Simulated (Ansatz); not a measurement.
# HAuS2: relaxing a made-up structure

This structure for HAuS2 is made up. Its elements were placed in a known structure type with a cell scaled to their sizes. What cell does the guess relax to, and how far off was it?

Calculated with Ansatz 0.2.0; DFT, PBE, plane-wave PAW, files of the set soft_1, scalar-relativistic, no spin, cell and ions relaxed at zero pressure; PAW set soft_1, in the first sound run; inputs show where later runs differ.

## Step 1: The starting structure

Symmetry: C2/m, No. 12, monoclinic system. The conventional cell has a = 9.218 Å, b = 3.695 Å, c = 5.378 Å, α = 90.00°, β = 96.18°, γ = 90.00°. Nearest to Au lie 4 S at 2.39 Å. Nearest to S lie 1 H at 1.44 Å and 2 Au at 2.39 Å. H has 2 S at 1.44 Å nearest. Farther neighbours and most contacts between anions are not listed.

## Step 2: Relaxation of the guess

The guess takes its coordinates from another compound and its volume from a rule, so the cell and any free coordinates are relaxed together.

input.yaml reads:

```yaml
crystal:
  lattice:
    - [4.609, -1.8475, 0.0]
    - [4.609, 1.8475, 0.0]
    - [-0.578954204, 0.0, 5.346746303]
  atoms:
    - { symbol: Au, position: [0.5, 0.5, 0.0] }
    - { symbol: S, position: [0.9332, 0.9332, 0.2459] }
    - { symbol: S, position: [0.0668, 0.0668, 0.7541] }
    - { symbol: H, position: [0.0, 0.0, 0.5] }
kpoints:
  mp_grid: { grid: [8, 8, 5] }
scf:
  occupations: { method: fermi_dirac, width: 0.05 }
hamiltonian:
  xc: pbe
  pseudopotentials: { kind: paw, azcp: { folder: soft_1 } }
relax:
  f_tol: 0.015
  max_steps: 70
  cell: {}
output:
  forces: true
  stress: true
```

Started as:

```sh
$ ansatz run input.yaml --threads 4 --pin off --max-ram 10240MiB --backend cpu --events-out ev --progress --plain --runs-dir out
```

Numbers of over 12 decimals in the logs are rounded to 6 here.

The program printed:

```text
Engine: ansatz 0.2.0, x86_64-unknown-linux-gnu
Pseudopotentials: kind: paw
Pseudopotential: Au, paw, valence charge 19, recommended cutoff 420 eV (normal), soft_1/Au.paw.azcp
Pseudopotential: S, paw, valence charge 6, recommended cutoff 420 eV (normal), soft_1/S.paw.azcp
Pseudopotential: H, paw, valence charge 1, recommended cutoff 420 eV (normal), soft_1/H.paw.azcp
Functional definition: PBE
  parameter kappa = 0.804
  parameter beta = 0.066725
  exchange = pbe_x(kappa = kappa, mu = beta*pi^2/3)
  correlation = pbe_c(beta = beta)
Crystal: 4 atoms, lattice volume = 91.056 Å³
Basis set: ecut = 420 eV, 1775 PW (Γ), exchange–correlation on 72×72×72 points (8 copies of the dense FFT grid, shifted against one another)
Bands: 20, of which v1, the nominal top of the filled ones, is band 16 counted from 1 (15 counted from 0)
Symmetry: 4 space group operations
Space group: C2/m (ITA 12), of the structure as read, at distance tolerance 4.5e-5 Å
k-points: 93 of 320
Non-local potential: Au, projectors of the file, l = 0: 3, l = 1: 2, l = 2: 2, l = 3: 1
Non-local potential: S, projectors of the file, l = 0: 2, l = 1: 2, l = 2: 1
Non-local potential: H, projectors of the file, l = 0: 2, l = 1: 1
PAW form: soft (Blöchl's): semilocal exchange-correlation on the pseudo side does not see the compensation charge
PAW one-centre angular grid: Au, 590 points (default); XC on 64 Gauss nodes
PAW one-centre angular grid: S, 110 points (default); XC on 64 Gauss nodes
PAW one-centre angular grid: H, 110 points (default); XC on 64 Gauss nodes
Initial density: superposition of atomic densities (chi_scale 0.1, normalization cell, long waves kept (reshape's long-wave potential 0.01 eV rms))
Initial wavefunctions: pseudopotential atomic-orbital guess
Functional: x = pbe(κ = 0.804, μ = 0.219515), c = pbe(β = 0.066725)
SCF iter   1: F=—  HF=-14972.246545 eV  |F-HF|=—  |Δ(HF+E_count)|=         —  Δρ=8.04e-2  dr2=8.21e0  ethr=3.10e-3  ⟨swp⟩=7.3  Hψ=10747  notcnv=0
preconditioner: auto → Resta (q_TF=auto, 2.292 Å⁻¹)  ε∞=5.2  [insulator: Δε(μ)=1.201 eV  Ē_g=9.337 eV  σ=0.050 eV  W_gap=1.00  n_scr=20 (ndim 8)  ℏωp=19.1 eV  f_vac=0.177  D(μ)=0.00/eV (n_scr^D=0)  ε∞_Penn≈5.2]
SCF iter   2: F=—  HF=-14970.633560 eV  |F-HF|=—  |Δ(HF+E_count)|=    1.61e0  Δρ=2.55e-2  dr2=4.06e-1  ethr=3.10e-3  ⟨swp⟩=3.0  Hψ=4747  notcnv=0
SCF iter   3: F=—  HF=-14970.539226 eV  |F-HF|=—  |Δ(HF+E_count)|=   9.43e-2  Δρ=1.23e-2  dr2=9.26e-2  ethr=1.27e-3  ⟨swp⟩=2.5  Hψ=3975  notcnv=0
SCF iter   4: F=—  HF=-14970.519302 eV  |F-HF|=—  |Δ(HF+E_count)|=   1.99e-2  Δρ=2.32e-3  dr2=6.40e-3  ethr=2.89e-4  ⟨swp⟩=2.8  Hψ=3286  notcnv=0
SCF iter   5: F=—  HF=-14970.520376 eV  |F-HF|=—  |Δ(HF+E_count)|=   1.07e-3  Δρ=5.62e-4  dr2=5.99e-4  ethr=2.00e-5  ⟨swp⟩=2.4  Hψ=3045  notcnv=0
SCF iter   6: F=—  HF=-14970.520953 eV  |F-HF|=—  |Δ(HF+E_count)|=   5.78e-4  Δρ=1.15e-4  dr2=2.61e-5  ethr=1.87e-6  ⟨swp⟩=2.0  Hψ=2932  notcnv=0
SCF iter   7: F=—  HF=-14970.521035 eV  |F-HF|=—  |Δ(HF+E_count)|=   8.17e-5  Δρ=3.43e-5  dr2=1.81e-6  ethr=8.15e-8  ⟨swp⟩=2.0  Hψ=2984  notcnv=0
SCF iter   8: F=—  HF=-14970.521039 eV  |F-HF|=—  |Δ(HF+E_count)|=   3.84e-6  Δρ=9.89e-6  dr2=1.50e-7  ethr=5.64e-9  ⟨swp⟩=2.0  Hψ=2925  notcnv=0
SCF iter   9: F=-14970.521039 eV  HF=-14970.521039 eV  |F-HF|=2.09e-8  |Δ(HF+E_count)|=   2.77e-7  Δρ=2.37e-6  dr2=1.02e-8  ethr=3.13e-10  ⟨swp⟩=5.3  Hψ=7218  notcnv=0
SCF 1 converged in 9 iterations: F = -14970.521039 eV  dr2 = 1.02e-8
  greatest PAW one-centre occupation: 1.000 electrons in one spin orbital (limit 2), on the Au atom at site 0 (counted from 0), in its partial waves of l = 0
relax step   1: F+E_penalty+E_count = -14970.52103919 eV  Δ(F+E_penalty+E_count) = +0.000e0 eV  max|allowed force component| = 3.346e0 eV/Å  Δτ_max = 0.0000 Å  P = +5.080 GPa  Ω = 91.056 Å³  (9 SCF iters, dr2 threshold 1.00e-7 eV, accepted)
Crystal: 4 atoms, lattice volume = 91.028 Å³
Basis set: ecut = 420 eV, 1763 PW (Γ), exchange–correlation on 72×72×72 points (8 copies of the dense FFT grid, shifted against one another)
Initial density: handed on by an earlier stage of this run
Initial wavefunctions: those handed on with the density
iter 1 solved again at ethr=1.11e-4 eV; its pass at ethr=3.10e-3 eV (dr2=3.56e-2 eV) is discarded
SCF iter   1: F=—  HF=-14971.106642 eV  |F-HF|=—  |Δ(HF+E_count)|=         —  Δρ=8.98e-3  dr2=3.55e-2  ethr=1.11e-4  ⟨swp⟩=1.4  Hψ=13249  notcnv=0
preconditioner: auto → Resta (q_TF=auto, 2.292 Å⁻¹)  ε∞=5.0  [insulator: Δε(μ)=0.759 eV  Ē_g=9.557 eV  σ=0.050 eV  W_gap=1.00  n_scr=22 (ndim 8)  ℏωp=19.1 eV  f_vac=0.204  D(μ)=0.00/eV (n_scr^D=0)  ε∞_Penn≈5.0]
SCF iter   2: F=—  HF=-14971.102933 eV  |F-HF|=—  |Δ(HF+E_count)|=   3.71e-3  Δρ=4.57e-3  dr2=8.88e-3  ethr=1.11e-4  ⟨swp⟩=1.5  Hψ=1917  notcnv=0
SCF iter   3: F=—  HF=-14971.102868 eV  |F-HF|=—  |Δ(HF+E_count)|=   6.51e-5  Δρ=6.33e-4  dr2=5.23e-4  ethr=2.78e-5  ⟨swp⟩=2.2  Hψ=2781  notcnv=0
SCF iter   4: F=—  HF=-14971.102847 eV  |F-HF|=—  |Δ(HF+E_count)|=   2.13e-5  Δρ=2.88e-4  dr2=8.70e-5  ethr=1.63e-6  ⟨swp⟩=2.5  Hψ=2955  notcnv=0
SCF iter   5: F=—  HF=-14971.102823 eV  |F-HF|=—  |Δ(HF+E_count)|=   2.40e-5  Δρ=1.00e-4  dr2=1.07e-5  ethr=2.72e-7  ⟨swp⟩=2.3  Hψ=3006  notcnv=0
SCF iter   6: F=—  HF=-14971.102828 eV  |F-HF|=—  |Δ(HF+E_count)|=   5.39e-6  Δρ=3.80e-5  dr2=1.87e-6  ethr=3.34e-8  ⟨swp⟩=2.5  Hψ=2934  notcnv=0
SCF iter   7: F=-14971.102830 eV  HF=-14971.102830 eV  |F-HF|=1.19e-7  |Δ(HF+E_count)|=   1.74e-6  Δρ=8.62e-6  dr2=1.19e-7  ethr=1.25e-9  ⟨swp⟩=5.2  Hψ=7333  notcnv=0
SCF 2 converged in 7 iterations: F = -14971.102830 eV  dr2 = 1.19e-7
relax step   2: F+E_penalty+E_count = -14971.10283010 eV  Δ(F+E_penalty+E_count) = -5.818e-1 eV  max|allowed force component| = 1.272e0 eV/Å  Δτ_max = 0.1063 Å  P = +1.860 GPa  Ω = 91.028 Å³  energy of the carried Pulay correction = +7.343e-6 eV  (7 SCF iters, dr2 threshold 4.00e-7 eV, accepted)
Crystal: 4 atoms, lattice volume = 88.626 Å³
Basis set: ecut = 420 eV, 1733 PW (Γ), exchange–correlation on 72×72×72 points (8 copies of the dense FFT grid, shifted against one another)
iter 1 solved again at ethr=1.70e-4 eV; its pass at ethr=3.10e-3 eV (dr2=5.43e-2 eV) is discarded
SCF iter   1: F=—  HF=-14971.296757 eV  |F-HF|=—  |Δ(HF+E_count)|=         —  Δρ=1.17e-2  dr2=5.46e-2  ethr=1.70e-4  ⟨swp⟩=1.5  Hψ=13379  notcnv=0
preconditioner: auto → Resta (q_TF=auto, 2.302 Å⁻¹)  ε∞=5.2  [insulator: Δε(μ)=0.779 eV  Ē_g=9.406 eV  σ=0.050 eV  W_gap=1.00  n_scr=20 (ndim 8)  ℏωp=19.3 eV  f_vac=0.176  D(μ)=0.00/eV (n_scr^D=0)  ε∞_Penn≈5.2]
[...]
relax step   6: F+E_penalty+E_count = -14971.31142628 eV  Δ(F+E_penalty+E_count) = -7.862e-3 eV  max|allowed force component| = 4.759e-2 eV/Å  Δτ_max = 0.0531 Å  P = -0.154 GPa  Ω = 89.410 Å³  energy of the carried Pulay correction = +4.281e-4 eV  (7 SCF iters, dr2 threshold 4.00e-7 eV, accepted)
relax step   7: F+E_penalty+E_count = -14971.31235645 eV  Δ(F+E_penalty+E_count) = -9.302e-4 eV  max|allowed force component| = 1.214e-2 eV/Å  Δτ_max = 0.0164 Å  P = +0.021 GPa  Ω = 89.014 Å³  energy of the carried Pulay correction = +5.323e-4 eV  (6 SCF iters, dr2 threshold 2.51e-7 eV, accepted)
relax step   8: F+E_penalty+E_count = -14971.31286642 eV  Δ(F+E_penalty+E_count) = -5.100e-4 eV  max|allowed force component| = 1.714e-2 eV/Å  Δτ_max = 0.0231 Å  P = +0.067 GPa  Ω = 88.208 Å³  energy of the carried Pulay correction = +7.455e-4 eV  (8 SCF iters, dr2 threshold 7.86e-9 eV, accepted)
relax step   9: F+E_penalty+E_count = -14971.31314347 eV  Δ(F+E_penalty+E_count) = -2.770e-4 eV  max|allowed force component| = 6.072e-3 eV/Å  Δτ_max = 0.0037 Å  P = +0.047 GPa  Ω = 87.934 Å³  energy of the carried Pulay correction = +8.186e-4 eV  (5 SCF iters, dr2 threshold 7.22e-8 eV, accepted)
relax step  10: F+E_penalty+E_count = -14971.31359291 eV  Δ(F+E_penalty+E_count) = -4.494e-4 eV  max|allowed force component| = 2.117e-2 eV/Å  Δτ_max = 0.0104 Å  P = +0.018 GPa  Ω = 87.242 Å³  energy of the carried Pulay correction = +1.004e-3 eV  (6 SCF iters, dr2 threshold 3.19e-8 eV, accepted)
relax step  11: F+E_penalty+E_count = -14971.31390964 eV  Δ(F+E_penalty+E_count) = -3.167e-4 eV  max|allowed force component| = 2.106e-2 eV/Å  Δτ_max = 0.0097 Å  P = +0.001 GPa  Ω = 86.570 Å³  energy of the carried Pulay correction = +1.185e-3 eV  (5 SCF iters, dr2 threshold 5.59e-8 eV, accepted)
relax step  12: F+E_penalty+E_count = -14971.31396782 eV  Δ(F+E_penalty+E_count) = -5.818e-5 eV  max|allowed force component| = 6.279e-3 eV/Å  Δτ_max = 0.0016 Å  P = +0.013 GPa  Ω = 86.415 Å³  energy of the carried Pulay correction = +1.227e-3 eV  (5 SCF iters, dr2 threshold 2.77e-8 eV, accepted)
relax step  13: F+E_penalty+E_count = -14971.31396341 eV  Δ(F+E_penalty+E_count) = +4.412e-6 eV  max|allowed force component| = 8.412e-4 eV/Å  Δτ_max = 0.0013 Å  P = -0.004 GPa  Ω = 86.513 Å³  energy of the carried Pulay correction = +1.201e-3 eV  (5 SCF iters, dr2 threshold 7.42e-9 eV, accepted)
relax step  14: F+E_penalty+E_count = -14971.31443413 eV  Δ(F+E_penalty+E_count) = -4.707e-4 eV  max|allowed force component| = 9.050e-4 eV/Å  Δτ_max = 0.0000 Å  P = +0.012 GPa  Ω = 86.513 Å³  stress off target by 7.69e-2 GPa  SCF on the basis re-selected at this cell (its energy is not comparable with the rows above)  (8 SCF iters)
relax step  15: F+E_penalty+E_count = -14971.31455650 eV  Δ(F+E_penalty+E_count) = -1.224e-4 eV  max|allowed force component| = 9.076e-3 eV/Å  Δτ_max = 0.0043 Å  P = +0.026 GPa  Ω = 86.499 Å³  energy of the carried Pulay correction = +1.382e-5 eV  (6 SCF iters, dr2 threshold 1.48e-8 eV, accepted)
relax step  16: F+E_penalty+E_count = -14971.31466380 eV  Δ(F+E_penalty+E_count) = -1.073e-4 eV  max|allowed force component| = 1.175e-2 eV/Å  Δτ_max = 0.0096 Å  P = +0.029 GPa  Ω = 86.796 Å³  energy of the carried Pulay correction = -3.369e-5 eV  (8 SCF iters, accepted)
relax step  17: F+E_penalty+E_count = -14971.31463742 eV  Δ(F+E_penalty+E_count) = +2.638e-5 eV  max|allowed force component| = 3.738e-3 eV/Å  Δτ_max = 0.0036 Å  P = +0.008 GPa  Ω = 87.056 Å³  energy of the carried Pulay correction = -8.839e-5 eV  (5 SCF iters, dr2 threshold 8.73e-9 eV, accepted)
iter 1 solved again at ethr=1.73e-6 eV; its pass at ethr=3.10e-3 eV (dr2=5.54e-4 eV) is discarded
SCF iter   1: F=—  HF=-14971.314583 eV  |F-HF|=—  |Δ(HF+E_count)|=         —  Δρ=6.78e-5  dr2=1.52e-7  ethr=1.73e-6  ⟨swp⟩=3.2  Hψ=15785  notcnv=0
eigensolver tolerance schedule: the retry pair's looser diagonalisation over-reported the residual by 3654.24 of it (diagonalisation noise at an unbounded share of the residual, at the tolerance the schedule requests for it); recorded, not acted on — ethr = c·dr2/N_el stays at c = 1.0e-1
preconditioner: auto → Resta (q_TF=auto, 2.309 Å⁻¹)  ε∞=5.3  [insulator: Δε(μ)=0.701 eV  Ē_g=9.418 eV  σ=0.050 eV  W_gap=1.00  n_scr=20 (ndim 8)  ℏωp=19.5 eV  f_vac=0.159  D(μ)=0.00/eV (n_scr^D=0)  ε∞_Penn≈5.3]
SCF iter   2: F=—  HF=-14971.314698 eV  |F-HF|=—  |Δ(HF+E_count)|=   1.14e-4  Δρ=3.44e-5  dr2=3.99e-8  ethr=4.74e-10  ⟨swp⟩=3.4  Hψ=4406  notcnv=0
SCF iter   3: F=—  HF=-14971.314739 eV  |F-HF|=—  |Δ(HF+E_count)|=   4.18e-5  Δρ=1.11e-5  dr2=5.58e-9  ethr=1.25e-10  ⟨swp⟩=2.0  Hψ=2962  notcnv=0
SCF iter   4: F=—  HF=-14971.314744 eV  |F-HF|=—  |Δ(HF+E_count)|=   4.74e-6  Δρ=8.30e-7  dr2=1.13e-9  ethr=1.74e-11  ⟨swp⟩=2.0  Hψ=2979  notcnv=0
SCF iter   5: F=—  HF=-14971.314744 eV  |F-HF|=—  |Δ(HF+E_count)|=   2.60e-9  Δρ=5.03e-7  dr2=2.84e-10  ethr=3.53e-12  ⟨swp⟩=2.5  Hψ=2719  notcnv=0
SCF iter   6: F=-14971.314744 eV  HF=-14971.314744 eV  |F-HF|=1.64e-11  |Δ(HF+E_count)|=   3.79e-9  Δρ=1.31e-7  dr2=1.65e-11  ethr=1.00e-12  ⟨swp⟩=4.0  Hψ=8666  notcnv=0
SCF 18 converged in 6 iterations: F = -14971.314744 eV  dr2 = 1.65e-11
relax step  18: F+E_penalty+E_count = -14971.31474420 eV  Δ(F+E_penalty+E_count) = -1.068e-4 eV  max|allowed force component| = 3.713e-3 eV/Å  Δτ_max = 0.0000 Å  P = +0.009 GPa  Ω = 87.056 Å³  stress off target by 1.97e-2 GPa  SCF on the basis re-selected at this cell (its energy is not comparable with the rows above)  (6 SCF iters)
basis re-selected at this cell: Δ(F+E_penalty+E_count) = -1.068e-4 eV, ΔP = +0.001 GPa vs the last step (what re-selecting the basis moved, of the pressure what is left beyond the Pulay correction that the steps carried, after the strain that the cell walked since its last selection, with what the two solves' SCF thresholds leave and, on support functions, any second-order correction that the steps lacked; it is no m [...]
SCF converged after 6 iterations
Free energy (F): -14971.314744 eV
Harris-Foulkes:  -14971.314744 eV  (|F-HF|=1.64e-11)
Internal energy: -14971.314710 eV  (E = F + TS)
E sigma→0 (E₀):  -14971.314727 eV
Entropy (-TS):   -0.000035 eV (-0.009 meV/atom)
Fermi energy:    5.192443 eV
--- Per-component energies (eV) ---
  E_band       = -523.863236
  E_kinetic    = 797.286104
  E_local      = -4037.680904  (includes V_loc(G=0)·N_el)
  E_nonlocal   = 165.693838
  E_hartree    = 1700.117440
  E_xc         = -400.230201
  E_vxc        = -435.885932  (∫ρ·V_xc dr)
  E_paw        = -10947.324677  (= ΣΔE_a)
  E_vpaw       = -413.512011  (= ΣTr[D̂ρ^β])
  E_aug_tail   = 0.000848  (compensation charges beyond the density's cutoff)
  E_ewald      = -2249.177158
  E_smearing   = -0.000035  (= −TS)
  E_closure    = -0.000000  (closes the sum)
  Σ components = -14971.314744   (vs F -14971.314744, Δ=0.00e0)
--- Forces (eV/Å), atoms counted from 1 ---
  atom   1  Au    -0.00000000     0.00000000    -0.00000000
  atom   2  S     -0.00160610     0.00000000     0.00371328
  atom   3  S      0.00160610    -0.00000000    -0.00371328
  atom   4  H      0.00000000     0.00000000    -0.00000000
  max |Σ_I F_I| component: 4.34e-19 eV/Å
--- Stress (GPa, compression-positive) ---
        0.009974       0.000000      -0.010156
        0.000000       0.008387       0.000000
       -0.010156       0.000000       0.009018
  P = ⅓ Tr σ = 0.0091 GPa (0.091 kbar)
--- Relaxed structure (16 steps of the walk, 16 accepted, 2 SCFs on fresh bases) ---
  F+E_penalty+E_count = -14971.31474420 eV   max|allowed force component| = 3.713e-3 eV/Å   (the final SCF, on the basis selected at the relaxed cell)
  cell:  # Å, volume = 87.0564 Å³
    - [4.723984, -1.772483, 0.513976]
    - [4.723984, 1.772483, 0.513976]
    - [0.00284837, 0, 5.198834]
  atoms:
    - { symbol: Au, position: [0.5, 0.5, 2.7755575615628914e-17] }
    - { symbol: S, position: [0.897871, 0.897871, 0.260129] }
    - { symbol: S, position: [0.102129, 0.102129, 0.739871] }
    - { symbol: H, position: [0.0, 0.0, 0.500000] }
```

The job ended after 20 s (4 threads of Intel Xeon Platinum 8559C (Emerald Rapids), shared host; peak memory 0.52 GiB).

Relaxation path:

| step | energy less that of the first step (eV) | largest force component (eV/Å) | pressure (GPa) | volume (Å³) |
| --- | --- | --- | --- | --- |
| 1 | 0.0000 | 3.3458 | 5.08 | 91.06 |
| 2 | -0.5818 | 1.2723 | 1.86 | 91.03 |
| 3 | -0.7690 | 0.0395 | -0.18 | 88.63 |
| 4 | -0.7753 | 0.1550 | -0.30 | 89.11 |
| 5 | -0.7825 | 0.0824 | -0.30 | 89.33 |
| 6 | -0.7904 | 0.0476 | -0.15 | 89.41 |
| 7 | -0.7913 | 0.0121 | 0.02 | 89.01 |
| 8 | -0.7918 | 0.0171 | 0.07 | 88.21 |
| 9 | -0.7921 | 0.0061 | 0.05 | 87.93 |
| 10 | -0.7926 | 0.0212 | 0.02 | 87.24 |
| 11 | -0.7929 | 0.0211 | 0.00 | 86.57 |
| 12 | -0.7929 | 0.0063 | 0.01 | 86.42 |
| 13 | -0.7929 | 0.0008 | 0.00 | 86.51 |
| 14* | -0.7934 | 0.0009 | 0.01 | 86.51 |
| 15 | -0.7935 | 0.0091 | 0.03 | 86.50 |
| 16 | -0.7936 | 0.0118 | 0.03 | 86.80 |
| 17 | -0.7936 | 0.0037 | 0.01 | 87.06 |
| 18* | -0.7937 | 0.0037 | 0.01 | 87.06 |

Relaxation steps marked * repeat the geometry before them on a plane-wave basis chosen anew for their cell, so energy and pressure can jump there.

The run keeps the 4 symmetry operations that it works with, so distortions that break them were not tested.

| cell as run | before | after | change |
| --- | --- | --- | --- |
| a (Å) | 4.965 | 5.072 | +2.1 % |
| b (Å) | 4.965 | 5.072 | +2.1 % |
| c (Å) | 5.378 | 5.199 | -3.3 % |
| α (°) | 95.73 | 84.15 | -12.1 % |
| β (°) | 95.73 | 84.15 | -12.1 % |
| γ (°) | 43.69 | 40.91 | -6.4 % |
| volume (Å³/atom) | 22.76 | 21.76 | -4.4 % |

The atoms that moved most (Å, as changes of fractional coordinates times the final cell):

| atom | dx | dy | dz | length |
| --- | --- | --- | --- | --- |
| S3 | 0.334 | 0.000 | -0.038 | 0.336 |
| S2 | -0.334 | 0.000 | 0.038 | 0.336 |

The relaxed structure:

```cif
data_structure
_symmetry_space_group_name_H-M 'P 1'
_symmetry_Int_Tables_number 1
_cell_length_a 5.0717
_cell_length_b 5.0717
_cell_length_c 5.1988
_cell_angle_alpha 84.154
_cell_angle_beta 84.154
_cell_angle_gamma 40.912
_cell_volume 87.06
loop_
_atom_site_label
_atom_site_type_symbol
_atom_site_fract_x
_atom_site_fract_y
_atom_site_fract_z
_atom_site_occupancy
Au1 Au 0.50000 0.50000 0.00000 1
S2 S 0.89787 0.89787 0.26013 1
S3 S 0.10213 0.10213 0.73987 1
H4 H 0.00000 0.00000 0.50000 1
```

Numbers from this step:

```yaml
free_energy: -14971.3147 eV
fermi_energy: 5.192 eV
gap_by_band_count: 0.7005 eV
electrons: 32
symmetry_operations: 4
pressure: 0.009126 GPa
```

The shortest distance of each pair, which need not be the same contact before and after:

| pair | guess (Å) | relaxed (Å) |
| --- | --- | --- |
| H–S | 1.437 | 1.661 |
| Au–S | 2.391 | 2.372 |
| Au–H | 3.263 | 3.146 |
| S–S | 2.874 | 3.153 |
| Au–Au | 3.695 | 3.545 |

The relaxation ends with a largest force component of 0.0037 eV/Å and a pressure of 0.01 GPa.

(Continued in part 2 of 2.)

[Logs are printed without paths, hosts, clocks, repeated set-up lines and the standing remarks that a program may print on its own settings, such as how far it seeks lower states.]

[Hosts, paths, dates, database ids (printed as entryN), source tags and the programs' standing remarks are cut or masked in the printed files.]
